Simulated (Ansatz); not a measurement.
# I on Ca(100): change of the work function, part 4 of 5

How does I on the top site change the work function of Ca(100) as the layer fills?

Ansatz 0.2.0; plane-wave DFT, PBE, Ansatz PAW (the session's first sound run).

So far, work function, upper face (eV): step 2 (the clean slab) 2.75; step 3 (37 atoms, coverage 0.111 ML, cell 3x3) 3.40; step 4 (17 atoms, coverage 0.25 ML, cell 2x2) 4.07; step 5 (18 atoms, coverage 0.5 ML, cell 2x2) 4.65.

### Step 6. The covered slab, k-mesh 8×8×1, coverage 1 ML

System of this step: Ca4I (I/Ca(100)). The cell holds 5 atoms: 4 Ca and 1 I. Its edges and angles: a = 3.946 Å, b = 3.946 Å, c = 29.451 Å, α = 90.0°, β = 90.0°, γ = 90.0°. Vacuum lies along c.

Another coverage, to see how the dipoles act on each other as their distance changes.

Contents of input.yaml:

```yaml
crystal:
  lattice:
    - [3.945655839, 0.0, 0.0]
    - [0.0, 3.945655839, 0.0]
    - [0.0, 0.0, 29.4507538703]
  atoms:
    - { symbol: Ca, position: [0.5, 0.5, 0.3055948938] }
    - { symbol: Ca, position: [0.0, 0.0, 0.4003293108] }
    - { symbol: Ca, position: [0.5, 0.5, 0.4924669071] }
    - { symbol: Ca, position: [0.0, 0.0, 0.5820989828] }
    - { symbol: I, position: [0.0, 0.0, 0.6944051062] }
kpoints:
  mp_grid: { grid: [8, 8, 1] }
hamiltonian:
  xc: pbe
scf:
  occupations: { method: fermi_dirac, width: 0.1 }
  convergence: { dr2_threshold: 1.0e-08 }
efield:
  axis: 3
  dipole_correction: true
  ramp_position: 0.97
  ramp_width: 0.06
relax:
  f_tol: 0.02
  max_steps: 60
  constraints: [{ sites: [0, 1] }]
output:
  bader: true
  write_potential: true
  write_density: true
  volumetric_format: npy
```

Run with:

```bash
ansatz run input.yaml --threads 4 --pin off --max-ram 12288MiB --backend cpu --events-out ev --progress --plain --runs-dir out
```

Numbers of over 12 decimals in the logs are rounded to 6 here.

Output:

```text
[...]
Crystal: 5 atoms, lattice volume = 458.495 Å³
Basis set: ecut = 420 eV, 9035 PW (Γ), exchange–correlation on 54×54×400 points (8 copies of the dense FFT grid, shifted against one another)
Bands: 35, of which v1, the nominal top of the filled ones, is band 29 counted from 1 (28 counted from 0)
Symmetry: 8 space group operations
[...]
4      I     -0.5408     0.0001    -0.5408
  maxima off the nuclei: 2, with 0.1292 electrons
  on the straight line to a nucleus their density falls by 1.1e-3 of itself; PAW files or a low cutoff
  can make one that falls by little (a run on other files and one at a higher cutoff tell): if they did, read the shared
  charge, to which what the maxima have on the atom's side is counted
  estimated error of the sums over rays = 8.1e-4 e
[key lines of the parts left out:]
SCF converged after 7 iterations
Free energy (F): -14780.802069 eV
Fermi energy:    -0.047012 eV
Dipole field:    D = -0.106923 V/Å  (p = -0.270922 e·Å, saw-weighted, corrected)
Work function:   Φ+ = 5.9444 eV   Φ− = 2.7954 eV
```

Wall time 43 s (4 threads of Arm Neoverse V2, shared host); peak memory 0.76 GiB; 2.8 min of CPU time.

Step by step:

```
step  energy less that of the first step (eV)  largest force component (eV/Å)
   1                                   0.0000                          1.1474
   2                                  -0.2795                          0.7156
   3                                  -0.2589                          1.1710
   4                                  -0.3370                          0.2861
   5                                  -0.3445                          0.1544
   6                                  -0.3467                          0.0043
```

Relaxation step 3 was tried and not accepted.

Forces are held to the 8 operations that the run works with; a distortion that breaks them can't arise in this run.

The atoms that moved most (Å):

```
atom     dx     dy      dz  length
 Ca4  0.000  0.000   0.328   0.328
  I5  0.000  0.000  -0.159   0.159
 Ca3  0.000  0.000   0.050   0.050
```

The relaxed structure:

```cif
data_structure
_symmetry_space_group_name_H-M 'P 1'
_symmetry_Int_Tables_number 1
_cell_length_a 3.9457
_cell_length_b 3.9457
_cell_length_c 29.4508
_cell_angle_alpha 90.000
_cell_angle_beta 90.000
_cell_angle_gamma 90.000
_cell_volume 458.50
loop_
_atom_site_label
_atom_site_type_symbol
_atom_site_fract_x
_atom_site_fract_y
_atom_site_fract_z
_atom_site_occupancy
Ca1 Ca 0.50000 0.50000 0.30559 1
Ca2 Ca 0.00000 0.00000 0.40033 1
Ca3 Ca 0.50000 0.50000 0.49418 1
Ca4 Ca 0.00000 0.00000 0.59324 1
I5 I 0.00000 0.00000 0.68900 1
```

The relaxation took 6 steps and lowered the energy by 0.35 eV; the largest force on the free atoms ends at 0.0043 eV/Å.

The covered face has 5.94 eV, +3.20 eV against the clean one; the bare back face has moved by +0.02 eV, a measure of how thin the slab is.

### Step 7. Work function against coverage

This step: plane-wave DFT, PBE, Ansatz PAW; work function against coverage (Ansatz 0.2.0).

The runs are now put side by side.

Numbers from this step:

```yaml
work_function_of_the_clean_face: 2.748 eV
largest_change_of_the_work_function: 3.197 eV
```

The work function of the covered face by coverage:

```
coverage (adsorbates/nm²)  work function of the covered face (eV)
                     0.00                                    2.75
                     0.71                                    3.40
                     1.61                                    4.07
                     3.21                                    4.65
                     6.42                                    5.94
```

The dipole per adsorbate comes from the change of the cell's dipole. Coverage, by row:

```
coverage (1/nm²)  coverage (ML)  work function (eV)  change (eV)  dipole per adsorbate, positive end outwards (debye)  mean height of the added atoms over the highest substrate atom (Å)
          0.7136         0.1111               3.405       0.6569                                               -2.354                                                               2.895
           1.606           0.25               4.074        1.326                                               -2.175                                                               2.797
           3.212            0.5               4.649        1.901                                               -1.556                                                                2.35
           6.423              1               5.944        3.197                                               -1.313                                                                2.82
```

### Step 8. The slab at 0.25 ML, atoms frozen

This step: plane-wave DFT, PBE, Ansatz PAW (Ansatz 0.2.0).

System of this step: Ca16I (I/Ca(100)). The cell holds 17 atoms: 16 Ca and 1 I. Cell: a = 7.891 Å, b = 7.891 Å, c = 29.451 Å, α = 90.0°, β = 90.0°, γ = 90.0°. Vacuum lies along c.

To see where the charge goes, the covered slab, the bare substrate and the adsorbate layer are each run at the same frozen positions and on the same grid.

Contents of input.yaml:

```yaml
crystal:
  lattice:
    - [7.891311678, 0.0, 0.0]
    - [0.0, 7.891311678, 0.0]
    - [0.0, 0.0, 29.4507538703]
  atoms:
    - { symbol: Ca, position: [0.25, 0.25, 0.3055948938] }
    - { symbol: Ca, position: [0.0, 0.0, 0.4003293108] }
    - { symbol: Ca, position: [0.2508227888, 0.2508227888, 0.4930535289] }
    - { symbol: Ca, position: [0.0, 0.0, 0.5827030784] }
    - { symbol: Ca, position: [0.25, 0.75, 0.3055948938] }
    - { symbol: Ca, position: [0.0, 0.5, 0.4003293108] }
    - { symbol: Ca, position: [0.2508227888, 0.7491772112, 0.4930535289] }
    - { symbol: Ca, position: [0.0, 0.5, 0.5861581499] }
    - { symbol: Ca, position: [0.75, 0.25, 0.3055948938] }
    - { symbol: Ca, position: [0.5, 0.0, 0.4003293108] }
    - { symbol: Ca, position: [0.7491772112, 0.2508227888, 0.4930535289] }
    - { symbol: Ca, position: [0.5, 0.0, 0.5861581499] }
    - { symbol: Ca, position: [0.75, 0.75, 0.3055948938] }
    - { symbol: Ca, position: [0.5, 0.5, 0.4003293108] }
    - { symbol: Ca, position: [0.7491772112, 0.7491772112, 0.4930535289] }
    - { symbol: Ca, position: [0.5, 0.5, 0.5818886888] }
    - { symbol: I, position: [0.0, 0.0, 0.681132776] }
kpoints:
  mp_grid: { grid: [4, 4, 1] }
hamiltonian:
  xc: pbe
scf:
  occupations: { method: fermi_dirac, width: 0.1 }
  convergence: { dr2_threshold: 1.0e-08 }
efield:
  axis: 3
  dipole_correction: true
  ramp_position: 0.97
  ramp_width: 0.06
output:
  write_potential: true
  write_density: true
  volumetric_format: npy
```

Output:

```text
[...]
Crystal: 17 atoms, lattice volume = 1833.981 Å³
Basis set: ecut = 420 eV, 35939 PW (Γ)
Bands: 107, of which v1, the nominal top of the filled ones, is band 89 counted from 1 (88 counted from 0)
Symmetry: 8 space group operations
[...]
k-points: 6 of 16
[...]
SCF iter   1: F=—  HF=-36581.572900 eV  |F-HF|=—  |Δ(HF+E_count)|=         —  Δρ=1.33e-3  dr2=8.05e-1  ethr=1.77e-3  p=-0.469 e·Å  D=-4.62e-2 V/Å  ΔV_dip=1.36 eV  dr2_dipole=2.48e-1  V_vac-E_F(+/−)=3.97/2.61 eV  ⟨swp⟩=19.7  Hψ=4965  notcnv=0
[...]
SCF iter  10: F=-36581.537052 eV  HF=-36581.537052 eV  |F-HF|=7.79e-10  |Δ(HF+E_count)|=   3.24e-9  Δρ=1.48e-7  dr2=7.06e-10  ethr=5.65e-12  p=-0.443 e·Å  D=-4.37e-2 V/Å  ΔV_dip=1.29 eV  dr2_dipole=5.98e-11  V_vac-E_F(+/−)=4.07/2.79 eV  ⟨swp⟩=3.0  Hψ=1224  notcnv=0
SCF 1 converged in 10 iterations: F = -36581.537052 eV  dr2 = 7.06e-10
[...]
SCF converged after 10 iterations
Free energy (F): -36581.537052 eV
[...]
Internal energy: -36580.905299 eV  (E = F + TS)
E sigma→0 (E₀):  -36581.221176 eV
Entropy (-TS):   -0.631753 eV (-37.162 meV/atom)
Fermi energy:    -0.037629 eV
Dipole field:    D = -0.043729 V/Å  (p = -0.443198 e·Å, saw-weighted, corrected)
Work function:   Φ+ = 4.0739 eV   Φ− = 2.7861 eV
[...]
--- Band table (eV; the first three rows and the last of 6) ---
  k-point 0: bands = [... 85 lower, -0.3128, -0.3074, 0.0102, 0.0194, 0.0538, 0.0842, 0.1261, 0.1261, ... 14 higher]
  k-point 1: bands = [... 85 lower, -0.5130, -0.4248, -0.1049, -0.0884, 0.0425, 0.0632, 0.1485, 0.1745, ... 14 higher]
  k-point 2: bands = [... 85 lower, -0.4624, -0.4605, -0.4143, -0.3079, 0.1845, 0.2041, 0.2184, 0.2615, ... 14 higher]
  k-point 5: bands = [... 85 lower, -0.0661, 0.0031, 0.0031, 0.0472, 0.5940, 0.6357, 0.6357, 0.6419, ... 14 higher]
```

Wall time 52 s (4 threads); peak memory 3.7 GiB; 3.4 min of CPU time.

Numbers from this step:

| Quantity | Value |
| --- | --- |
| energy at zero smearing | -36581.2212 eV |
| work function, upper face | 4.074 eV |
| work function, lower face | 2.786 eV |
| dipole along the normal | -0.4432 e·Å |
| step between the vacuum levels | 1.288 eV |

The work function of the upper face is 4.07 eV.

### Step 9. The substrate of the 0.25 ML cell alone

System of this step: I/Ca(100), substrate alone, atoms held. The cell holds 16 atoms: 16 Ca. Cell: a = 7.891 Å, b = 7.891 Å, c = 29.451 Å, α = 90.0°, β = 90.0°, γ = 90.0°. Vacuum lies along c.

The second part, atoms unmoved.

Changes to input.yaml since step 8:

```diff
@@ -22,3 +22,2 @@
     - { symbol: Ca, position: [0.5, 0.5, 0.5818886888] }
-    - { symbol: I, position: [0.0, 0.0, 0.681132776] }
 kpoints:
```

Output:

```text
[...]
Crystal: 16 atoms, lattice volume = 1833.981 Å³
Basis set: ecut = 420 eV, 35939 PW (Γ)
Bands: 96, of which v1, the nominal top of the filled ones, is band 80 counted from 1 (79 counted from 0)
Symmetry: 8 space group operations
[...]
k-points: 6 of 16
[...]
SCF iter   1: F=—  HF=-29066.566127 eV  |F-HF|=—  |Δ(HF+E_count)|=         —  Δρ=1.62e-3  dr2=1.17e0  ethr=1.77e-3  p=0.002 e·Å  D=2.23e-4 V/Å  ΔV_dip=-0.01 eV  dr2_dipole=2.00e-2  V_vac-E_F(+/−)=2.62/2.62 eV  ⟨swp⟩=18.8  Hψ=3696  notcnv=0
[...]
SCF iter   9: F=-29066.498068 eV  HF=-29066.498068 eV  |F-HF|=3.59e-9  |Δ(HF+E_count)|=   3.22e-8  Δρ=3.06e-7  dr2=7.81e-9  ethr=6.25e-12  p=0.007 e·Å  D=7.25e-4 V/Å  ΔV_dip=-0.02 eV  dr2_dipole=6.64e-10  V_vac-E_F(+/−)=2.75/2.77 eV  ⟨swp⟩=12.2  Hψ=2042  notcnv=0
SCF 1 converged in 9 iterations: F = -29066.498068 eV  dr2 = 7.81e-9
[...]
SCF converged after 9 iterations
Free energy (F): -29066.498068 eV
[...]
Internal energy: -29065.823350 eV  (E = F + TS)
E sigma→0 (E₀):  -29066.160709 eV
Entropy (-TS):   -0.674718 eV (-42.170 meV/atom)
Fermi energy:    0.179202 eV
Dipole field:    D = 0.000736 V/Å  (p = 0.007462 e·Å, saw-weighted, corrected)
Work function:   Φ+ = 2.7515 eV   Φ− = 2.7732 eV
[...]
--- Band table (eV; the first three rows and the last of 6) ---
  k-point 0: bands = [... 76 lower, -0.1176, -0.1161, 0.2116, 0.2169, 0.2281, 0.2281, 0.2522, 0.2588, ... 28 higher]
  k-point 1: bands = [... 76 lower, -0.3252, -0.2500, 0.0879, 0.0917, 0.2408, 0.2526, 0.2607, 0.2661, ... 28 higher]
  k-point 2: bands = [... 76 lower, -0.2802, -0.2787, -0.2778, -0.2759, 0.3837, 0.3873, 0.3970, 0.4002, ... 28 higher]
  k-point 5: bands = [... 76 lower, 0.1065, 0.1065, 0.1128, 0.1180, 0.8106, 0.8224, 0.8352, 0.8352, ... 28 higher]
```

Elapsed: 55 s, on 4 threads; peak memory 3.8 GiB; 3.5 min of CPU time.

This step gave:

* energy at zero smearing: -29066.1607 eV
* work function, upper face: 2.752 eV
* work function, lower face: 2.773 eV
* dipole along the normal: 0.007462 e·Å
* step between the vacuum levels: -0.02168 eV

The work function of the upper face is 2.75 eV.

### Step 10. The adsorbate layer of the 0.25 ML cell alone

System of this step: I/Ca(100), adsorbate layer alone, atoms held. The cell holds 1 atom: 1 I. Cell: a = 7.891 Å, b = 7.891 Å, c = 29.451 Å, α = 90.0°, β = 90.0°, γ = 90.0°. Vacuum lies along c.

The third part; a free layer of atoms may carry a moment, so spin is on.

input.yaml, the sections that differ from step 9:

```yaml
crystal:
  lattice:
    - [7.891311678, 0.0, 0.0]
    - [0.0, 7.891311678, 0.0]
    - [0.0, 0.0, 29.4507538703]
  atoms:
    - { symbol: I, position: [0.0, 0.0, 0.681132776], spin: 1.0 }
magnetization:
  spin_polarized: true
# kpoints, hamiltonian, scf, efield, output: as in step 9
```

Output:

```text
[...]
Crystal: 1 atoms, lattice volume = 1833.981 Å³
Basis set: ecut = 420 eV, 35939 PW (Γ)
Bands: 13, of which v1, the nominal top of the filled ones, is band 9 counted from 1 (8 counted from 0)
Symmetry: 8 space group operations
k-points: 6 of 16
[...]
Starting moments: Σ|m| = 1 μB on 1 of 1 site
[...]
SCF iter   1: F=—  HF=-7511.632417 eV  |F-HF|=—  |Δ(HF+E_count)|=         —  Δρ=5.88e-3 (↑5.86e-3 ↓5.88e-3)  dr2=2.27e-5  dr2_m=5.79e-1  M=0.880 μB ∫|m|=0.880 μB  β_m=0.30  ethr=3.90e-7  p=-0.000 e·Å  D=-2.12e-7 V/Å  ΔV_dip=0.00 eV  dr2_dipole=7.00e-14  V_vac-E_F(+/−)=6.85/6.85 eV  ⟨swp⟩=5.5  Hψ=1698  notcnv=0
[...]
spin=Collinear: Resta preconditioning applied to the charge; magnetization (m = ρ↑ − ρ↓) channel mixes plain (no charge-response kernel on spin).
SCF iter   2: F=—  HF=-7511.686028 eV  |F-HF|=—  |Δ(HF+E_count)|=   5.36e-2  Δρ=4.13e-3 (↑4.13e-3 ↓4.13e-3)  dr2=7.03e-6  dr2_m=2.87e-1  M=0.936 μB ∫|m|=0.936 μB  β_m=0.30  ethr=1.33e-7  p=-0.000 e·Å  D=-2.47e-7 V/Å  ΔV_dip=0.00 eV  dr2_dipole=9.65e-13  V_vac-E_F(+/−)=6.81/6.81 eV  ⟨swp⟩=3.5  Hψ=372  notcnv=0  κ⁻¹=1.0e0(r=1)
[...]
SCF iter   6: F=—  HF=-7511.739475 eV  |F-HF|=—  |Δ(HF+E_count)|=   9.43e-3  Δρ=6.92e-6 (↑6.92e-6 ↓6.52e-6)  dr2=7.31e-7  dr2_m=6.70e-7  M=0.994 μB ∫|m|=0.994 μB  β_m=1.20  ethr=3.17e-9  p=-0.000 e·Å  D=-6.91e-7 V/Å  ΔV_dip=0.00 eV  dr2_dipole=5.58e-13  V_vac-E_F(+/−)=6.68/6.68 eV  ⟨swp⟩=4.0  Hψ=383  notcnv=0
[...]
spin-set hold released at iteration 6 (site moments contracting): the magnetisation degrees of freedom join the quasi-Newton model from the next iteration; the mixer history was flushed
SCF iter   7: F=—  HF=-7511.744211 eV  |F-HF|=—  |Δ(HF+E_count)|=   4.74e-3  Δρ=4.30e-6 (↑3.93e-6 ↓4.30e-6)  dr2=2.82e-7  dr2_m=2.47e-7  M=0.994 μB ∫|m|=0.994 μB  β_m=1.20  ethr=3.17e-9  p=-0.000 e·Å  D=-7.89e-7 V/Å  ΔV_dip=0.00 eV  dr2_dipole=1.00e-13  V_vac-E_F(+/−)=6.68/6.68 eV  ⟨swp⟩=3.5  Hψ=348  notcnv=0  κ⁻¹=1.0e0(r=1)
density mixer auto → broyden: gapped, with many states about μ (density of states about μ 1.81 of a free-electron gas's, 66 screened modes)
SCF iter   8: F=—  HF=-7511.748615 eV  |F-HF|=—  |Δ(HF+E_count)|=   4.40e-3  Δρ=1.41e-6 (↑8.29e-7 ↓1.41e-6)  dr2=1.10e-8  dr2_m=1.94e-8  M=0.994 μB ∫|m|=0.994 μB  β_m=1.20  ethr=1.66e-9  p=-0.000 e·Å  D=-8.92e-7 V/Å  ΔV_dip=0.00 eV  dr2_dipole=7.79e-14  V_vac-E_F(+/−)=6.68/6.68 eV  ⟨swp⟩=4.0  Hψ=384  notcnv=0  κ⁻¹=3.7e-2(r=2)
[...]
SCF iter  15: F=-7511.748981 eV  HF=-7511.748981 eV  |F-HF|=1.67e-10  |Δ(HF+E_count)|=   3.07e-7  Δρ=8.72e-9 (↑8.72e-9 ↓8.03e-9)  dr2=1.68e-12  dr2_m=2.35e-13  M=0.994 μB ∫|m|=0.994 μB  ethr=1.00e-12  p=-0.000 e·Å  D=-7.65e-7 V/Å  ΔV_dip=0.00 eV  dr2_dipole=7.71e-17  V_vac-E_F(+/−)=6.68/6.68 eV  ⟨swp⟩=6.6  Hψ=667  notcnv=0
SCF 1 converged in 15 iterations: F = -7511.748981 eV  dr2 = 1.68e-12
[...]
smearing (spin ↓): bands 6 to 8 share 2.003 electrons (bands counted from 0; each is filled to between 0.6565 and 0.6791 of a full level; at each k-point the levels lie within 1.0e-2 eV, against a smearing width of 0.1000 eV). The entropy term TS of this state is 0.1931 eV
[...]
this state was not tested for a lower state beside it, because the mixer in use, unlike msr1, does not test its closes by its own steps (another_mixer; see scf.mixing.algorithm and scf.lower_state_search)
SCF converged after 15 iterations
Magnetization: 0.9940 μB (8.9970 up, 8.0030 down)
Absolute magnetization: 0.9955 μB (∫|ρ↑−ρ↓|, with the PAW one-centre terms)
[...]
Per-site moments (μB) at R_I (Å): [(0.993172, 3.255166)]
Free energy (F): -7511.748981 eV
[...]
Internal energy: -7511.555878 eV  (E = F + TS)
E sigma→0 (E₀):  -7511.652429 eV
Entropy (-TS):   -0.193103 eV (-193.103 meV/atom)
Fermi energy:    -6.431272 eV
Dipole field:    D = -0.000001 V/Å  (p = -0.000008 e·Å, saw-weighted, corrected)
Work function:   Φ+ = 6.6801 eV   Φ− = 6.6801 eV
[...]
--- Band table (eV; the first three rows and the last of 12) ---
  k-point 0 ↑: bands = [... 5 lower, -17.4367, -7.1222, -7.1180, -7.1180, -0.7341, 0.1906, 0.2878, 0.6815]
  k-point 1 ↑: bands = [... 5 lower, -17.4366, -7.1219, -7.1217, -7.1177, -0.5652, 0.3241, 0.4393, 0.7505]
  k-point 2 ↑: bands = [... 5 lower, -17.4366, -7.1255, -7.1216, -7.1174, -0.2565, 0.2518, 0.7059, 0.7207]
  k-point 5 ↓: bands = [... 5 lower, -16.8231, -6.5053, -6.5053, -6.5001, 0.4761, 0.7317, 0.8244, 0.8244]
```

It took 19 s on 4 threads; peak memory 1.7 GiB; 70 s of CPU time.

Numbers from this step:

* energy at zero smearing: -7511.6524 eV
* total moment: 0.9940 μB
* site moments: 0.9932 μB
* work function, upper face: 6.680 eV
* dipole along the normal: -7.72e-6 e·Å

Site moment by atom:

```
atom  site moment (μB)
  I1             0.993
```

The free layer carries a moment of 1.0 μB a cell.

### Step 11. Density difference at 0.25 ML

This step: plane-wave DFT, PBE, Ansatz PAW; density difference on adsorption (Ansatz 0.2.0).

The densities of the parts are taken from that of the whole and averaged over planes; the first moment of what is left gives the step in the potential.

This step gave:

```
largest charge moved                 : -0.003598 e/Å²
potential step from the moved charge : 1.309 eV
```

The electron density difference oscillates, so the rows of the table below give means over windows of 2.65 Å about each position, cut where the curve ends. Its maxima inside the range that stand out by 2 % of the span (Å: e/Å³): 10.5: 1.0e-4, 13.7: 3.5e-4, 16.5: 0.00192, 19.1: 0.00207, 20.6: 0.00159. Its minima: 12.2: -2.2e-4, 15.0: -7.4e-4, 17.8: -0.00468, 19.6: 8.0e-4.

Planar mean, whole system less its parts. The electron density difference by z; means over each step:

```
z (Å)  electron density difference (e/Å³)
 1.32                              2.5e-8
 3.97                              2.1e-6
 6.62                              1.3e-5
 9.27                             -1.1e-5
11.92                             -2.6e-5
14.57                             -1.4e-4
17.22                            -0.00117
19.87                             0.00121
22.52                              1.3e-4
25.17                              1.2e-7
```

Planar mean, whole system less its parts. Table of electrons moved below z by z:

```
z (Å)  electrons moved below z (e/Å²)
    3                          1.5e-7
    4                          8.5e-7
    5                          4.0e-6
    6                          1.5e-5
    7                          4.0e-5
    8                          3.6e-5
    9                         -2.1e-5
   10                         -3.8e-5
   11                          5.0e-5
   12                         -3.6e-5
   13                         -1.0e-4
   14                          2.0e-4
   15                         -2.3e-4
   16                         -3.2e-4
   17                          8.2e-4
   18                        -0.00231
   19                        -0.00305
   20                        -0.00177
   21                         -4.5e-4
   22                         -4.3e-5
   23                         -3.3e-6
   24                         -1.1e-7
```

(Part 4 of 5 ends here.)

[Logs are printed without paths, hosts, clocks, repeated set-up lines and the standing remarks that a program may print on its own settings, such as how far it seeks lower states.]

[Hosts, paths, dates, database ids (printed as entryN), source tags and the programs' standing remarks are cut or masked in the printed files.]

[Maps of the electrostatic potential energy from Ansatz leave out the sawtooth potential of an applied field or a dipole correction, so their vacuum need not be flat; planar profiles and work functions include it.]
